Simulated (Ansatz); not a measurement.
## NaLiHfN2: complex band structure

A new crystal, NaLiHfN2: structure, gap and complex bands. It is built by putting Na for part of the Li in the Li2HfN2 structure of space group P-3m1, with the volume rescaled by atomic radii. The parent structure comes from the Materials Project.

Program: Ansatz 0.2.0. Level of theory: LDA DFT, plane waves, PAW files, in the first sound run; inputs show where later runs differ. Results are calculated unless marked as measured.

Report form: the programs' logs are mostly left out.

The structure was built from a prototype and need not be the compound's stable phase.

## (1) The starting structure

The structure is trigonal, space group P3m1 (No. 156). Conventional cell: a = 3.372 Å, b = 3.372 Å, c = 5.650 Å, α = 90.00°, β = 90.00°, γ = 120.00°. Nearest to Li lie 4 N at 2.15 to 2.24 Å and 3 Na at 2.35 Å. Nearest to Na lie 4 N at 2.15 to 2.24 Å and 3 Li at 2.35 Å. Nearest to Hf lie 6 N at 2.31 Å. Nearest to N lie 3 Na at 2.15 Å and 1 Li at 2.24 Å and 3 Hf at 2.31 Å. N has 3 Li at 2.15 Å and 1 Na at 2.24 Å and 3 Hf at 2.31 Å nearest. It derives from Li2HfN2. Na for part of the Li in the Li2HfN2 structure of space group P-3m1. Farther neighbours and most contacts between anions are not listed.

As a file:

```cif
data_structure
_symmetry_space_group_name_H-M 'P 1'
_symmetry_Int_Tables_number 1
_cell_length_a 3.3724
_cell_length_b 3.3724
_cell_length_c 5.6503
_cell_angle_alpha 90.000
_cell_angle_beta 90.000
_cell_angle_gamma 120.000
_cell_volume 55.65
loop_
_atom_site_label
_atom_site_type_symbol
_atom_site_fract_x
_atom_site_fract_y
_atom_site_fract_z
_atom_site_occupancy
Li1 Li 0.66667 0.33333 0.38279 1
Na2 Na 0.33333 0.66667 0.61721 1
Hf3 Hf 0.00000 0.00000 0.00000 1
N4 N 0.66667 0.33333 0.77938 1
N5 N 0.33333 0.66667 0.22062 1
```

## (2) Relaxing the new crystal

The substituted atoms don't fit the parent's cell, so cell and atoms relax together. A small smearing keeps the run stable in case the gap closes on the way.

input.yaml reads:

```yaml
crystal:
  lattice:
    - [3.3724034848, 0.0, 0.0]
    - [-1.6862017424, 2.9205870896, 0.0]
    - [0.0, 0.0, 5.6502526624]
  atoms:
    - { symbol: Li, position: [0.6666666667, 0.3333333333, 0.38278857] }
    - { symbol: Na, position: [0.3333333333, 0.6666666667, 0.61721143] }
    - { symbol: Hf, position: [0.0, 0.0, 0.0] }
    - { symbol: "N", position: [0.6666666667, 0.3333333333, 0.77938486] }
    - { symbol: "N", position: [0.3333333333, 0.6666666667, 0.22061514] }
kpoints:
  mp_grid: { grid: [8, 8, 4] }
scf:
  occupations: { method: gaussian, width: 0.03 }
hamiltonian:
  xc: lda
output:
  forces: true
  stress: true
relax:
  f_tol: 0.02
  max_steps: 60
  cell: {}
```

Command:

```sh
$ ansatz run input.yaml --threads 2 --pin off --max-ram 4096MiB --backend cpu --events-out ev --progress --plain --runs-dir out
```

Run time: 40 s. Hardware: 2 threads of Arm Neoverse V2, shared host; peak memory 0.35 GiB; 77 s of CPU time.

Relaxation path:

```
step  energy less that of the first step (eV)  largest force component (eV/Å)  pressure (GPa)  volume (Å³)
   1                                   0.0000                          2.3975           -7.22        55.65
   2                                  -0.3115                          1.5073            7.89        52.20
   3                                  -0.5255                          0.9038            2.64        53.56
   4                                  -0.7132                          0.6944           -0.53        55.47
   5                                  -0.7924                          0.3781            1.07        57.51
   6                                  -0.8034                          0.2115           -0.48        57.65
   7                                  -0.8068                          0.0112            0.11        57.36
   8                                  -0.8067                          0.0175           -0.05        57.43
   9                                  -0.8068                          0.0043            0.00        57.40
 10*                                  -0.8328                          0.0070            0.55        57.40
  11                                  -0.8346                          0.0154            0.01        58.04
  12                                  -0.8342                          0.0035           -0.03        58.18
  13                                  -0.8344                          0.0056           -0.01        58.13
 14*                                  -0.8366                          0.0051            0.00        58.13
  15                                  -0.8366                          0.0028            0.00        58.16
 16*                                  -0.8366                          0.0028            0.00        58.16
```

Relaxation steps marked * repeat the geometry before them on a plane-wave basis chosen anew for their cell, so energy and pressure can jump there.

The run keeps the 6 symmetry operations that it works with, so distortions that break them were not tested.

| cell as run | before | after | change |
| --- | --- | --- | --- |
| a (Å) | 3.372 | 3.240 | -3.9 % |
| b (Å) | 3.372 | 3.240 | -3.9 % |
| c (Å) | 5.650 | 6.396 | +13.2 % |
| volume (Å³/atom) | 11.13 | 11.63 | +4.5 % |

The atoms that moved most (Å, as changes of fractional coordinates times the final cell):

```csv
atom,dx,dy,dz,length
Li1,0.000,0.000,-0.447,0.447
N4,0.000,0.000,0.417,0.417
Hf3,0.000,0.000,0.068,0.068
N5,0.000,0.000,-0.055,0.055
Na2,0.000,0.000,0.018,0.018
```

The relaxed structure:

```cif
data_structure
_symmetry_space_group_name_H-M 'P 1'
_symmetry_Int_Tables_number 1
_cell_length_a 3.2404
_cell_length_b 3.2404
_cell_length_c 6.3956
_cell_angle_alpha 90.000
_cell_angle_beta 90.000
_cell_angle_gamma 120.000
_cell_volume 58.16
loop_
_atom_site_label
_atom_site_type_symbol
_atom_site_fract_x
_atom_site_fract_y
_atom_site_fract_z
_atom_site_occupancy
Li1 Li 0.66667 0.33333 0.31283 1
Na2 Na 0.33333 0.66667 0.62010 1
Hf3 Hf 0.00000 0.00000 0.01062 1
N4 N 0.66667 0.33333 0.84451 1
N5 N 0.33333 0.66667 0.21194 1
```

This step gave:

| Quantity | Value |
| --- | --- |
| free energy | -17898.2080 eV |
| Fermi energy | 11.84 eV |
| pressure | 0.004103 GPa |

The largest force component on a free atom ends at 0.0028 eV/Å.

## (3) The bulk crystal and its band edges

The energy window and the wavevectors of the next steps follow from the band edges, so these are searched first, off the mesh as well.

input.yaml reads:

```yaml
crystal:
  lattice:
    - [3.2403698411, 0.0, 0.0]
    - [-1.6201849205, 2.8062426, 0.0]
    - [0.0, 0.0, 6.3955696445]
  atoms:
    - { symbol: Li, position: [0.6666666667, 0.3333333333, 0.3128277902] }
    - { symbol: Na, position: [0.3333333333, 0.6666666667, 0.6200984836] }
    - { symbol: Hf, position: [0.0, 0.0, 0.0106195546] }
    - { symbol: "N", position: [0.6666666667, 0.3333333333, 0.8445125247] }
    - { symbol: "N", position: [0.3333333333, 0.6666666667, 0.2119416469] }
kpoints:
  mp_grid: { grid: [8, 8, 4] }
  band_path: { path: [VBM, CBM], npoints: 30 }
scf:
  occupations: { method: fixed }
hamiltonian:
  xc: lda
output:
  eigenvalues: true
  write_potential: true
  write_density: true
  volumetric_format: npy
  elf: true
```

It took 9.3 s on 2 threads; peak memory 0.35 GiB; 18 s of CPU time.

Numbers from this step:

| Quantity | Value |
| --- | --- |
| Fermi energy | 11.17 eV |
| gap on the k-mesh | 1.345 eV |
| gap on path | 1.345 eV, by band count; negative where bands overlap |
| direct gap on path | 1.345 eV |
| edge places on path | 0, 0 1/A along the path |

Levels at VBM (eV): -4.89, -2.91, -2.91, -0.87, 0.00, 0.00, 1.35, 3.48, 3.48, 4.34, 7.62.

Valence density in the ac plane at fractional y = 0.333, with atoms of Li and N within 0.2 Å of it. It is the smooth field of the valence electrons, not physical close to the nuclei.

Ten steps, logarithmic in the rise over the least value, from '0' (0.0 e/Å³) to '9' (7.4 e/Å³), each cell a mean:
```
44554433445555443
33333334567776654
33222335678887754
32222235678888754
32111234577887654
21111223456666543
11111112334444332
11111111222322211
11222111111111111
01111100000000000
00111000000000000
00000000000000000
00000000000000000
00000000001221000
11111111135665211
12222211268998521
22333222368998522
33343332247876322
34444332222322222
34444332211111122
34444332211111122
34444432221111222
45555432222222223
45555433333333333
```
Columns run along a (3.2 Å), rows up along c (6.4 Å). Atoms in or near the plane, at fractional coordinates: Li at (0.67, 0.31), N at (0.67, 0.84).

Electrostatic potential energy in the ac plane at fractional y = 0.333, with atoms of Li and N within 0.2 Å of it. With pseudopotentials it is smooth inside the atoms' cores, unlike the true potential.

Ten even steps from '_' (-30 eV) to '@' (14 eV), each cell a mean:
```
##****++**####%%@@%%%%####%%%%%%%%
%%########%%%%%%%%++--::::--**%%%%
@@%%%%%%%%%%@@%%**..________--##@@
@@@@@@@@@@@@@@@@++__________::##@@
@@@@@@@@@@@@@@@@##::________==%%@@
@@@@@@@@@@@@@@@@@@##==----++%%@@@@
@@@@@@@@@@@@@@@@@@@@@@@@@@@@@@@@@@
@@@@%%%%%%@@@@@@@@@@@@@@@@@@@@@@@@
@@%%%%%%%%%%@@@@@@@@@@@@@@@@@@@@@@
@@%%%%%%%%%%@@@@@@@@@@@@@@@@@@@@@@
@@%%%%%%%%@@@@@@@@@@@@@@@@@@@@@@@@
@@@@@@@@@@@@@@@@@@@@@@@@@@@@@@@@@@
@@@@@@@@@@@@@@@@@@%%%%%%%%%%@@@@@@
@@@@@@@@@@@@@@@@%%%%########%%@@@@
@@@@@@@@@@@@@@@@%%**======++##%%@@
@@@@@@@@@@@@@@@@##==::....--++##@@
@@@@@@@@@@@@@@@@##==::....--++##@@
@@@@@@@@@@@@@@@@%%++==----==**%%@@
@@@@@@@@@@@@@@@@@@%%##**####%%@@@@
@@@@@@@@@@@@@@@@@@@@@@@@@@@@@@@@@@
%%%%%%%%%%%%@@@@@@@@@@@@@@@@@@@@@@
%%####**####%%%%@@@@@@@@@@@@@@@@%%
##**++++****##%%@@@@@@@@@@@@@@%%%%
##**++++++**##%%@@@@@@@@@@@@@@%%%%
```
Columns run along a (3.2 Å; values clipped at the 3rd and 97th percentile), rows up along c (6.4 Å). Atoms in or near the plane, at fractional coordinates: Li at (0.67, 0.31), N at (0.67, 0.84).

ELF in the ac plane at fractional y = 0.333, with atoms of Li and N within 0.2 Å of it. It is the smooth field of the valence electrons, not physical close to the nuclei.

Values, 24 rows by 14 columns, each cell a mean:
```
0.16 0.20 0.23 0.21 0.15 0.18 0.38 0.63 0.74 0.76 0.75 0.69 0.51 0.27
0.21 0.14 0.13 0.13 0.14 0.32 0.61 0.77 0.76 0.69 0.72 0.77 0.71 0.47
0.34 0.15 0.09 0.10 0.21 0.53 0.76 0.79 0.59 0.33 0.44 0.71 0.79 0.67
0.50 0.23 0.11 0.14 0.36 0.68 0.81 0.77 0.47 0.13 0.27 0.64 0.81 0.77
0.52 0.24 0.11 0.15 0.37 0.68 0.80 0.80 0.66 0.46 0.54 0.74 0.82 0.76
0.38 0.15 0.07 0.10 0.25 0.55 0.74 0.81 0.80 0.77 0.78 0.81 0.79 0.68
0.12 0.04 0.03 0.04 0.09 0.27 0.53 0.71 0.78 0.80 0.79 0.76 0.65 0.41
0.04 0.04 0.05 0.05 0.04 0.11 0.29 0.52 0.66 0.71 0.70 0.62 0.42 0.17
0.03 0.06 0.11 0.10 0.05 0.04 0.13 0.30 0.48 0.56 0.54 0.41 0.21 0.06
0.03 0.07 0.11 0.10 0.05 0.03 0.06 0.14 0.26 0.33 0.31 0.20 0.09 0.03
0.02 0.03 0.05 0.05 0.03 0.02 0.04 0.08 0.13 0.17 0.16 0.11 0.05 0.03
0.02 0.02 0.02 0.02 0.02 0.03 0.04 0.05 0.06 0.06 0.06 0.06 0.05 0.03
0.08 0.08 0.08 0.08 0.08 0.07 0.05 0.02 0.01 0.02 0.02 0.02 0.03 0.06
0.19 0.25 0.27 0.26 0.22 0.13 0.05 0.02 0.06 0.15 0.11 0.03 0.02 0.08
0.28 0.41 0.46 0.44 0.36 0.17 0.05 0.11 0.47 0.75 0.64 0.26 0.05 0.07
0.38 0.55 0.59 0.58 0.49 0.23 0.07 0.31 0.84 0.98 0.94 0.58 0.12 0.10
0.49 0.64 0.67 0.66 0.58 0.32 0.10 0.26 0.77 0.97 0.90 0.51 0.11 0.15
0.60 0.69 0.72 0.71 0.65 0.44 0.16 0.10 0.37 0.66 0.54 0.21 0.08 0.26
0.61 0.67 0.69 0.69 0.64 0.52 0.29 0.10 0.04 0.05 0.04 0.05 0.15 0.41
0.48 0.52 0.54 0.54 0.51 0.44 0.31 0.16 0.07 0.04 0.05 0.10 0.22 0.37
0.28 0.30 0.31 0.30 0.29 0.26 0.22 0.16 0.12 0.10 0.10 0.13 0.18 0.23
0.15 0.19 0.21 0.20 0.16 0.12 0.11 0.13 0.16 0.17 0.16 0.14 0.12 0.12
0.16 0.23 0.28 0.25 0.17 0.11 0.11 0.17 0.27 0.34 0.31 0.22 0.14 0.11
0.17 0.26 0.31 0.28 0.19 0.12 0.17 0.34 0.51 0.58 0.55 0.43 0.25 0.14
```
Columns run along a (3.2 Å), rows up along c (6.4 Å). Atoms in or near the plane, at fractional coordinates: Li at (0.67, 0.31), N at (0.67, 0.84).

The searched edges give 1.35 eV, as on the mesh.

## (4) Complex bands, plane (100), k-mesh 8×4×8

This step: LDA DFT, plane waves, PAW files; complex bands by layer matching along the plane's normal (Ansatz 0.2.0).

The same crystal is laid in a cell whose first two vectors span the (100) plane (indices of the standard conventional cell, whose axes can be ordered otherwise than in the bulk input). At fixed energy and wavevector in the plane the solver finds all kz, real and complex. A few wavevectors are listed, (0, 0) and (0.5, 0) in units of the plane's reciprocal vectors; the slowest state needn't be among them.

input.yaml reads:

```yaml
crystal:
  lattice:
    - [3.240369841, 0.0, 0.0]
    - [0.0, 6.395569645, 0.0]
    - [1.620184921, 0.0, 2.8062426]
  atoms:
    - { symbol: Li, position: [0.6666666667, 0.3128277902, 0.6666666667] }
    - { symbol: Na, position: [0.3333333333, 0.6200984836, 0.3333333333] }
    - { symbol: Hf, position: [0.0, 0.0106195546, 0.0] }
    - { symbol: "N", position: [0.6666666667, 0.8445125247, 0.6666666667] }
    - { symbol: "N", position: [0.3333333333, 0.2119416469, 0.3333333333] }
kpoints:
  mp_grid: { grid: [8, 4, 8] }
scf:
  occupations: { method: fixed }
hamiltonian:
  xc: lda
output:
  eigenvalues: true
  transmission:
    leads: [[0, 0]]
    kpoints: [[0.0, 0.0], [0.5, 0.0]]
    e_range: [-1.0, 2.35]
    de: 0.08
```

Run time: 17 s. Hardware: 2 threads; peak memory 0.53 GiB.

This step gave:

| Item | Value |
| --- | --- |
| level to which the leads are filled | 0.6727 eV from the Fermi level |
| decay constant at the filling level, zone centre | 0.1728 Å⁻¹ |
| decay constant at the filling level, slowest listed point | 0.1728 Å⁻¹ |

K parallel (0, 0); values up to 1.5 1/Å, a degenerate pair printed once or twice; energies at which all values exceed this have no row. Table of Im kz of the slowest decaying states by energy, zero at the highest filled level on the SCF mesh:

```
energy (eV)  decay 1 (Å⁻¹)  decay 2 (Å⁻¹)  decay 3 (Å⁻¹)  decay 4 (Å⁻¹)
      -1.00          0.109          0.146          0.295          0.795
      -0.84          0.180          0.317          0.768           1.02
      -0.68         0.0244          0.335          0.360          0.740
      -0.52          0.349          0.458          0.711          0.986
      -0.36          0.102          0.361          0.533          0.682
      -0.20          0.198          0.371          0.600          0.652
      -0.04          0.254          0.378          0.620          0.665
       0.12         0.0844          0.139          0.294          0.384
       0.28          0.124          0.202          0.326          0.388
       0.44          0.150          0.243          0.353          0.391
       0.60          0.167          0.272          0.375          0.391
       0.84          0.179          0.303          0.389          0.402
       1.00          0.174          0.317          0.384          0.395
       1.16          0.148          0.327          0.361          0.376
       1.32         0.0622          0.334          0.335          0.365
       1.48          0.319          0.338          0.349          0.468
       1.64          0.311          0.325          0.339          0.498
       1.80          0.288          0.307          0.337          0.521
       1.96          0.225          0.304          0.333          0.503
       2.12         0.0364          0.302          0.327          0.486
       2.28          0.299          0.318          0.475          0.550
```

K parallel (0, 0). Table of Re kz of states that move upwards by energy, zero at the highest filled level on the SCF mesh:

```
energy (eV)  channel 1 (Å⁻¹)  channel 2 (Å⁻¹)  channel 3 (Å⁻¹)  channel 4 (Å⁻¹)
      -1.00           -0.857           -0.280                -                -
      -0.76           -0.751           -0.473           -0.230            0.160
      -0.52           -0.624           -0.349           -0.196            0.317
      -0.28           -0.235           -0.136                -                -
      -0.04          -0.0804          -0.0479                -                -
       0.20                -                -                -                -
       0.44                -                -                -                -
       0.60                -                -                -                -
       0.84                -                -                -                -
       1.08                -                -                -                -
       1.32                -                -                -                -
       1.56            0.206                -                -                -
       1.80            0.324                -                -                -
       2.04            0.421                -                -                -
       2.28           -0.849            0.509                -                -
```

K parallel (0.5, 0); values up to 1.5 1/Å, a degenerate pair printed once or twice; energies at which all values exceed this have no row. Im kz of the slowest decaying states against energy, zero at the highest filled level on the SCF mesh:

```
energy (eV)  decay 1 (Å⁻¹)  decay 2 (Å⁻¹)  decay 3 (Å⁻¹)  decay 4 (Å⁻¹)
      -1.00          0.129          0.568           1.06           1.10
      -0.76          0.129          0.394          0.669           1.02
      -0.52          0.199          0.484          0.747          0.963
      -0.28          0.237          0.541          0.856           1.14
      -0.04          0.261          0.580          0.851           1.22
       0.20          0.276          0.606          0.841           1.22
       0.44          0.283          0.621          0.829           1.23
       0.60          0.285          0.626          0.821           1.23
       0.84          0.282          0.627          0.808           1.23
       1.08          0.271          0.622          0.795           1.24
       1.32          0.253          0.613          0.782           1.25
       1.56          0.224          0.599          0.769           1.27
       1.80          0.179          0.583          0.755           1.30
       2.04         0.0955          0.564          0.740           1.35
       2.28          0.541          0.725           1.28           1.37
```

At the listed wavevectors the last open channel is at -0.04 eV and the next at +1.40 eV on the grid. At +0.68 eV, the grid energy nearest the filling level (the middle of the gap on the SCF mesh), the slowest state at the listed wavevectors decays with κ = 0.173 Å⁻¹, its amplitude falling by e over 5.8 Å. Through 1 nm of this crystal that state's transmission falls by exp(−2 × 0.173 Å⁻¹ × 10 Å) = 0.032.

(Part 1 of 2 ends here.)

[Logs are printed without paths, hosts, clocks, repeated set-up lines and the standing remarks that a program may print on its own settings, such as how far it seeks lower states.]

[Hosts, paths, dates, database ids (printed as entryN), source tags and the programs' standing remarks are cut or masked in the printed files.]
